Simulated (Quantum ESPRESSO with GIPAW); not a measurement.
# MgO (Periclase): how strain moves the 17O line

The database entry behind the starting cell differs from later determinations by our own check (about 0.1 % long), so it need not match the best structure at ambient conditions.

GIPAW runs (PBEsol, plane-wave PAW from pslibrary 1.0.0 recipes, cutoffs 65 and 390 Ry, one 8×8×8 mesh for all shielding runs; Quantum ESPRESSO with GIPAW, a patched development version; no spin-orbit coupling, no macroscopic shape term) on MgO (Periclase), space group Fm-3m before straining. The cell below is strained along the z axis of the cell given, with the other two held, and the atoms were let relax in pw.x at each strain but kept their fractional coordinates.

```
CELL_PARAMETERS angstrom
0.00000 2.10850 2.10850
2.10850 0.00000 2.10850
2.10850 2.10850 0.00000
ATOMIC_POSITIONS crystal
Mg 0.00000 0.00000 0.00000
O 0.50000 0.50000 0.50000
```

The cell is an entry of the Crystallography Open Database; it need not be the form that is stable at ambient conditions.

The bonds are those of O (atom 2; bound to Mg6). One row is withheld.

```csv
strain (%),mean bond (Å),σ_iso Mg (ppm),σ_iso O (ppm),span O (ppm)
-2,2.0944,?,?,?
-1.5,2.0980,524.20,181.04,1.1
-1,2.1015,524.76,180.66,0.7
0,2.1085,525.83,179.91,0.0
+0.5,2.1120,526.32,179.52,0.4
+1,2.1155,526.79,179.12,0.7
+2,2.1226,527.67,178.34,1.4
```

**Task.** Fit σ_iso of O against strain, judge whether a straight line is enough, and predict the withheld row at -2 %.

1. With n = 6: Σx = 1.000, Σy = 1078.59, Σx² = 8.5000, Σxy = 173.340.

2. Slope b = (nΣxy − ΣxΣy)/(nΣx² − (Σx)²) = -0.77 ppm per %, intercept a = (Σy − bΣx)/n = 179.89 ppm.

3. Residuals (run less line), in the order of the table: -0.01, -0.00, +0.02, +0.01, -0.00, -0.01 ppm. They bend in one sense; the largest is 0.6 % of the range of σ, so a line serves for most purposes and a parabola takes up the rest: σ = 179.90 − 0.768 x − 0.007 x², with residuals of 0.01 ppm or less.

4. At -2 % (outside the fitted range) the line gives 181.44 ppm and the parabola 181.41 ppm.

5. The run gives:

```csv
strain (%),mean bond (Å),σ_iso Mg (ppm),σ_iso O (ppm),span O (ppm)
-2,2.0944,523.61,181.41,1.5
```

Prediction less run: the line misses by +0.03 ppm, the parabola hits it to the digits shown. By the parabola, a strain of +1 % changes σ of O by -0.78 ppm and one of −1 % by +0.76 ppm; the mean slope is -0.77 ppm per %, or 1.1 ppm for 0.01 Å of mean bond length. The shift moves the opposite way, scaled by the slope of a reference line. Over the table σ of Mg goes from 523.61 to 527.67 ppm. Zero strain is the database's lattice, not this functional's rest cell, and neither cutoff nor mesh was tested for the slopes. The omitted shape term, common to all sites, changes with strain too. This build of gipaw.x prints that it is not audited and that its numbers are no references by themselves. 17O is quadrupolar, so a real line also moves with the field gradient, which is not computed here.

[Banner, clock, file and message-heading lines were taken out of the pw.x and gipaw.x logs.]

[Logs are printed without paths, hosts, clocks, repeated set-up lines and the standing remarks that a program may print on its own settings, such as how far it seeks lower states.]

[Hosts, paths, dates, database ids (printed as entryN), source tags and the programs' standing remarks are cut or masked in the printed files.]
